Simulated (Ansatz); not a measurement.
The compound is CrOBr (Pmmn).

```cif
data_structure
_symmetry_space_group_name_H-M 'P 1'
_symmetry_Int_Tables_number 1
_cell_length_a 3.2320
_cell_length_b 3.8630
_cell_length_c 8.3600
_cell_angle_alpha 90.000
_cell_angle_beta 90.000
_cell_angle_gamma 90.000
_cell_volume 104.38
loop_
_atom_site_label
_atom_site_type_symbol
_atom_site_fract_x
_atom_site_fract_y
_atom_site_fract_z
_atom_site_occupancy
Cr1 Cr 0.50000 0.50000 0.10200 1
Cr2 Cr 0.00000 0.00000 0.89800 1
Br3 Br 0.00000 0.50000 0.32000 1
Br4 Br 0.50000 0.00000 0.68000 1
O5 O 0.00000 0.50000 0.96500 1
O6 O 0.50000 0.00000 0.03500 1
```

The cell and positions come from the Crystallography Open Database and are kept as given unless a step says otherwise. The program's search for lower electronic states was switched off, so nothing shows that the state found is the lowest. PAW set soft_2, made with PBE.

A constrained-RPA run (Ansatz 0.2.0; non-magnetic PBEsol; Cr d, bands v3 to c7, 6×4×2 mesh, medium accuracy) builds 10 functions on bands 3.5 eV wide, with 6.0 electrons in the window. The bare on-site interaction is 17.0 eV and the bare J 0.56 eV.

Q: What U and J survive the screening?

On the Cr d shell, U = 3.86 eV (23 % of the bare value), U′ = 2.98 eV, J = 0.43 eV.

The parent state is non-magnetic and the interaction static (zero frequency); U depends on the window and the orbitals, so it belongs to this model alone.

[Paths, hosts, dates, memory and timing lines, banners, echoed tables and standing remarks are left out of the program output.]

[Logs are printed without paths, hosts, clocks, repeated set-up lines and the standing remarks that a program may print on its own settings, such as how far it seeks lower states.]

[Runs of the session that timed out or met a known fault of the program may be left out.]

[Hosts, paths, dates, database ids (printed as entryN), source tags and the programs' standing remarks are cut or masked in the printed files.]
